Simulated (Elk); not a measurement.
## Optical conductivity and Kerr rotation of TiAu

Aim: the polar Kerr rotation of TiAu from the optical conductivity tensor.

Method: LDA (Perdew-Wang); all-electron APW+lo, Dirac cores, scalar-relativistic bands with second-variational spin-orbit coupling, in Elk 11.2.3 (patched build).

**1. Starting point**

The structure is cubic, space group Pm-3m (No. 221). The conventional cell has a = 3.254 Å, b = 3.254 Å, c = 3.254 Å, α = 90.00°, β = 90.00°, γ = 90.00°. Nearest to Ti lie 8 Au at 2.82 Å. Au has 8 Ti at 2.82 Å nearest. Farther neighbours are not listed.

As a file:

```cif
data_structure
_symmetry_space_group_name_H-M 'Pm-3m'
_symmetry_Int_Tables_number 221
_cell_length_a 3.2540
_cell_length_b 3.2540
_cell_length_c 3.2540
_cell_angle_alpha 90.000
_cell_angle_beta 90.000
_cell_angle_gamma 90.000
_cell_volume 34.46
loop_
_atom_site_label
_atom_site_type_symbol
_atom_site_symmetry_multiplicity
_atom_site_Wyckoff_symbol
_atom_site_fract_x
_atom_site_fract_y
_atom_site_fract_z
_atom_site_occupancy
Ti1 Ti 1 b 0.50000 0.50000 0.50000 1
Au1 Au 1 a 0.00000 0.00000 0.00000 1
```

**2. Ground state with spin–orbit coupling**

In a ferromagnet the Kerr effect comes from exchange splitting and spin–orbit coupling together. The parallel order is imposed here; no other order was tried.

In this input [111] lies along z, the axis of the moments and of the light.

The last three numbers of an atom's line are a seed field in its sphere. It points against the wanted moment and shrinks by the factor reducebf each loop.

elk.in reads:

```
tasks
  0
  15
  33
  73

xctype
  3

rgkmax
  8.5

nempty
  14

swidth
  0.002

reducebf
  0.5

epsengy
  1e-05

maxscl
  100

lmaxi
  3

stype
  0

nrmtscf
  0.5

spinpol
  .true.

spinorb
  .true.

cmagz
  .true.

sppath
  './'

avec
  4.84969653850 -1.29947227103 3.55022426747
  -1.29947227103 4.84969653850 3.55022426747
  -3.55022426747 -3.55022426747 3.55022426747

atoms
  2
  'Ti.in'
  1
  0.5000000000 0.5000000000 0.5000000000   0.000000 0.000000 -0.030000
  'Au.in'
  1
  0.0000000000 0.0000000000 0.0000000000   0.000000 0.000000 0.000000

ngridk
  8 8 8

plot3d
  0 0 0
  1 0 0
  0 1 0
  0 0 1
  17 17 17
```

Started as:

```sh
$ OMP_NUM_THREADS=2 elk
```

Numbers of over 12 decimals in the logs are rounded to 6 here.

Output:

```text
Warning(chksvso): spin-orbit splittings by the second variation are low [figures from our tests cut]: local-orbitals by j (lorbdm 7 and 8, zora) mend levels alone

--- INFO.OUT ---
┌─────────────────────────┐
│ Elk code version 11.2.3 │
└─────────────────────────┘

All units are atomic (Hartree, Bohr, etc.)

┌─────────────────────────────────────────────────┐
│ Ground-state run starting from atomic densities │
└─────────────────────────────────────────────────┘

Lattice vectors :
   4.849696538      -1.299472271       3.550224267
  -1.299472271       4.849696538       3.550224267
  -3.550224267      -3.550224267       3.550224267

Species : 1 (Ti)
 parameters loaded from : Ti.in
 name : titanium
 nuclear charge    :   -22.00000000
 electronic charge :    22.00000000
 atomic mass :    87256.20317
 muffin-tin radius :    2.400000000
 number of radial points in muffin-tin :    249
 inner part over the whole radius :   0.9944359146E-02
 number on inner part of muffin-tin    :    172
 approximate nuclear radius :   0.6805665174E-04
 number of mesh points to nuclear radius :     74
 atomic positions (lattice), magnetic fields (Cartesian) :
  1 :   0.00000000  0.00000000  0.00000000    0.00000000  0.00000000 -0.03000000

Species : 2 (Au)
 parameters loaded from : Au.in
 name : gold
 nuclear charge    :   -79.00000000
 electronic charge :    79.00000000
 atomic mass :    359048.0562
 muffin-tin radius :    2.800000000
 number of radial points in muffin-tin :    349
 inner part over the whole radius :   0.9753457420E-02
 number on inner part of muffin-tin    :    246
 approximate nuclear radius :   0.1033733540E-03
 number of mesh points to nuclear radius :    122
 atomic positions (lattice), magnetic fields (Cartesian) :
  1 :   0.50000000  0.50000000  0.50000000    0.00000000  0.00000000  0.00000000

Total number of atoms per unit cell :    2
Total muffin-tin volume :    149.8581584
 ratio of muffin-tin to unit cell volume :   0.6445122025

Spin treatment :
 spin-polarised
 spin-orbit coupling
 global magnetic field (Cartesian) :    0.000000000       0.000000000       0.000000000
 collinear magnetisation in z-direction

Number of Bravais lattice symmetries :   48
Number of crystal symmetries         :    6
Crystal has inversion symmetry
Real symmetric eigensolver will be used

k-point grid :      8     8     8
k-point offset :    0.000000000       0.000000000       0.000000000
k-point set is reduced with full crystal symmetry group
Total number of k-points :       90

Muffin-tin radius times maximum |G+k| :    8.500000000
 using average radius
Maximum |G+k| for APW functions       :    3.269230769
Maximum (1/2)|G+k|²                   :    5.343934911
Maximum |G| for potential and density :    12.00000000
Constant for pseudocharge density :    8
 order of it for each species :   15  15
 order of it for pair densities of each species (exact exchange by exxq0 0: 15) :   12  15
Radial integration step length :    1

G-vector grid sizes :     24    24    24
Number of G-vectors :     6763

Maximum angular momentum used for
 APW functions            :    8
 outer part of muffin-tin :    6
 inner part of muffin-tin :    3

Number of empty states         :     28
Total number of valence states :    100
Total number of core states    :     58

Third-order local-orbitals added for an l without core states : T
Total number of local-orbitals :     56

Exchange-correlation functional :      3     0     0
 Perdew-Wang/Ceperley-Alder, Phys. Rev. B 45, 13244 (1992)
 gradient requirement :    0
 local density approximation (LDA)

Smearing type :    0
 Gaussian
Smearing width :   0.2000000000E-02
Effective electronic temperature (K) :    631.5500496

Mixing type :    3
 Broyden mixing, J. Phys. A: Math. Gen. 17, L317 (1984)

Kohn-Sham potential initialised from atomic data

┌──────────────────────────────┐
│ Self-consistent loop started │
└──────────────────────────────┘

┌─────────────────┐
│ Loop number : 1 │
└─────────────────┘

Energies :
 Fermi                       :     0.172633
 sum of occupied eigenvalues :     -12212.621846450
 electron kinetic            :      22714.437126765
 core electron kinetic       :      21773.070098891
 Coulomb                     :     -42209.357961429
 Coulomb potential           :     -34434.327049220
 nuclear-nuclear             :     -1778.1553618273
 electron-nuclear            :     -46467.843961934
 Hartree                     :      6036.6413623330
 Madelung                    :     -24992.194436819
 xc potential                :     -492.68972841738
 xc effective B-field        :    -0.26397983828798E-01
 external B-field            :      0.000000
 exchange                    :     -384.43771797700
 correlation                 :     -10.060914623942
 electron entropic           :    -0.21716321743694E-03
 total energy                :     -19889.419684427
 (external B-field energy excluded from total)

Density of states at Fermi energy :    108.5816087
 (states/Hartree/unit cell)

Estimated indirect band gap :   0.3707186567E-04
 from k-point 83 to k-point 27
Estimated direct band gap   :   0.2110539863E-02
 at k-point 9

Charges :
 core                        :    58.00000000
 valence                     :    43.00000000
 interstitial                :    2.461383927
 muffin-tins (core leakage)
  species : 1 (Ti)
   atom 1                    :    20.72946123     ( -0.4719389641E-04)
  species : 2 (Au)
   atom 1                    :    77.80915485     (  0.4171472882E-04)
 total in muffin-tins        :    98.53861607
 total calculated charge     :    100.9994124
 total charge                :    101.0000000
 error                       :   0.5876064193E-03

Moments :
 interstitial                :   0.1846898645
 muffin-tins
  species : 1 (Ti)
   atom 1                    :    1.229051464
  species : 2 (Au)
   atom 1                    :   0.1451504831
 total in muffin-tins        :    1.374201947
 total moment                :    1.558891812

[... earlier loops left out ...]

┌──────────────────┐
│ Loop number : 34 │
└──────────────────┘

Energies :
 Fermi                       :     0.317084
 sum of occupied eigenvalues :     -12208.280816635
 electron kinetic            :      22728.786511499
 core electron kinetic       :      21774.632579426
 Coulomb                     :     -42223.051225381
 Coulomb potential           :     -34412.583959802
 nuclear-nuclear             :     -1778.1553618273
 electron-nuclear            :     -46517.528103432
 Hartree                     :      6072.6322398782
 Madelung                    :     -25016.759245480
 xc potential                :     -524.48095321455
 xc effective B-field        :    -0.24151108601389E-02
 external B-field            :      0.000000
 exchange                    :     -385.11910500699
 correlation                 :     -10.081870159925
 electron entropic           :    -0.22349796965666E-03
 total energy                :     -19889.465912547
 (external B-field energy excluded from total)

Density of states at Fermi energy :    111.7489848
 (states/Hartree/unit cell)

Estimated indirect band gap :   0.4264138148E-03
 from k-point 72 to k-point 84
Estimated direct band gap   :   0.3686558473E-02
 at k-point 7

Charges :
 core                        :    58.00000000
 valence                     :    43.00000000
 interstitial                :    2.213913896
 muffin-tins (core leakage)
  species : 1 (Ti)
   atom 1                    :    20.25525489     ( -0.4719392416E-04)
  species : 2 (Au)
   atom 1                    :    78.53083121     (  0.2554107819E-04)
 total in muffin-tins        :    98.78608610
 total calculated charge     :    100.9995248
 total charge                :    101.0000000
 error                       :   0.4752249987E-03

Moments :
 interstitial                :   0.7893125049E-01
 muffin-tins
  species : 1 (Ti)
   atom 1                    :   0.3335413093
  species : 2 (Au)
   atom 1                    :   0.5889976346E-01
 total in muffin-tins        :   0.3924410728
 total moment                :   0.4713723232

┌──────────────────────────────┐
│ Self-consistent loop stopped │
└──────────────────────────────┘

Wrote STATE.OUT
```

Elapsed: 3.1 min, on 2 threads of Arm Neoverse V1, shared host; peak memory 0.11 GiB.

Read from the output:

```yaml
density_of_states_at_the_fermi_level: 4.107 states/eV/cell
moment_between_the_spheres: 0.07893 μB
magnetization: 0.4714 μB
final_state: ferromagnetic
largest_moment: 0.3335 μB
```

After 34 cycles the largest moment stands at 0.334 μB.

Orbital moment <L> in the sphere by atom:

```tsv
atom	x (μB)	y (μB)	z (μB)	size
Ti1	0.0000	0.0000	0.0317	0.0317
Au2	0.0000	0.0000	0.0011	0.0011
```

**3. States and momentum matrix elements on a finer mesh**

Optical spectra need more k points than the density, so the states are solved once on a finer mesh in the saved potential.

elk.in, as its differences from that of step 2:

```diff
@@ -1,6 +1,4 @@
 tasks
-  0
-  15
-  33
-  73
+  1
+  120
 
@@ -25,3 +23,3 @@
 maxscl
-  100
+  1
 
@@ -57,3 +55,3 @@
   1
-  0.5000000000 0.5000000000 0.5000000000   0.000000 0.000000 -0.030000
+  0.5000000000 0.5000000000 0.5000000000   0.000000 0.000000 -0.000030
   'Au.in'
@@ -63,9 +61,2 @@
 ngridk
-  8 8 8
-
-plot3d
-  0 0 0
-  1 0 0
-  0 1 0
-  0 0 1
-  17 17 17
+  12 12 12
```

Started as:

```sh
$ OMP_NUM_THREADS=2 elk
```

Output:

```text
Warning(chksvso): spin-orbit splittings by the second variation are low [figures from our tests cut]: local-orbitals by j (lorbdm 7 and 8, zora) mend levels alone

--- INFO.OUT ---
┌─────────────────────────┐
│ Elk code version 11.2.3 │
└─────────────────────────┘

All units are atomic (Hartree, Bohr, etc.)

┌──────────────────────────────────────────┐
│ Ground-state run resuming from STATE.OUT │
└──────────────────────────────────────────┘

Lattice vectors :
   4.849696538      -1.299472271       3.550224267
  -1.299472271       4.849696538       3.550224267
  -3.550224267      -3.550224267       3.550224267

Species : 1 (Ti)
 muffin-tin radius :    2.400000000
 atomic positions (lattice), magnetic fields (Cartesian) :
  1 :   0.00000000  0.00000000  0.00000000    0.00000000  0.00000000  0.00000000

Species : 2 (Au)
 muffin-tin radius :    2.800000000
 atomic positions (lattice), magnetic fields (Cartesian) :
  1 :   0.50000000  0.50000000  0.50000000    0.00000000  0.00000000  0.00000000

Total number of atoms per unit cell :    2
Total muffin-tin volume :    149.8581584
 ratio of muffin-tin to unit cell volume :   0.6445122025

Spin treatment :
 spin-polarised
 spin-orbit coupling
 global magnetic field (Cartesian) :    0.000000000       0.000000000       0.000000000
 collinear magnetisation in z-direction

Number of Bravais lattice symmetries :   48
Number of crystal symmetries         :    6
Crystal has inversion symmetry
Real symmetric eigensolver will be used

k-point grid :     12    12    12
k-point offset :    0.000000000       0.000000000       0.000000000
k-point set is reduced with full crystal symmetry group
Total number of k-points :      294

Muffin-tin radius times maximum |G+k| :    8.500000000
[...]
Reached self-consistent loops maximum

Energies :
 Fermi                       :     0.316715
 sum of occupied eigenvalues :     -12208.280875904
 electron kinetic            :      22728.786192758
 core electron kinetic       :      21774.632650876
 Coulomb                     :     -42223.050433796
 Coulomb potential           :     -34412.594610305
 nuclear-nuclear             :     -1778.1553618273
 electron-nuclear            :     -46517.521256223
 Hartree                     :      6072.6261842542
 Madelung                    :     -25016.753128644
 xc potential                :     -524.47002770099
 xc effective B-field        :    -0.24478032252708E-02
 external B-field            :      0.000000
 exchange                    :     -385.11939084172
 correlation                 :     -10.081882820166
 electron entropic           :    -0.22067595771638E-03
 total energy                :     -19889.465735376
 (external B-field energy excluded from total)

Density of states at Fermi energy :    110.3379789
 (states/Hartree/unit cell)

Estimated indirect band gap :   0.1687163966E-03
 from k-point 187 to k-point 10
Estimated direct band gap   :   0.8226855467E-03
 at k-point 234

Charges :
 core                        :    58.00000000
 valence                     :    43.00000000
 interstitial                :    2.212956119
 muffin-tins (core leakage)
  species : 1 (Ti)
   atom 1                    :    20.25652817     ( -0.4719392162E-04)
  species : 2 (Au)
   atom 1                    :    78.53051571     (  0.2554107857E-04)
 total in muffin-tins        :    98.78704388
 total calculated charge     :    100.9995276
 total charge                :    101.0000000
 error                       :   0.4723834571E-03

Moments :
 interstitial                :   0.7839485731E-01
 muffin-tins
  species : 1 (Ti)
   atom 1                    :   0.3360868744
  species : 2 (Au)
   atom 1                    :   0.5241482455E-01
 total in muffin-tins        :   0.3885016989
 total moment                :   0.4668965563

┌──────────────────────────────┐
│ Self-consistent loop stopped │
└──────────────────────────────┘
```

Elapsed: 55 s, on 2 threads; peak memory 0.31 GiB.

This step gave:

| Quantity | Value |
| --- | --- |
| magnetization | 0.4669 μB |
| largest moment | 0.3361 μB |

(Continued in part 2 of 2.)

[Logs and program files are shortened in this print: banners, set-up blocks, solver, clock and traceback lines can be left out without a mark of their own.]

[Logs are printed without paths, hosts, clocks, repeated set-up lines and the standing remarks that a program may print on its own settings, such as how far it seeks lower states.]

[Hosts, paths, dates, database ids (printed as entryN), source tags and the programs' standing remarks are cut or masked in the printed files.]

[Where a cell is said to come from a database of computed structures, the database is the Materials Project.]
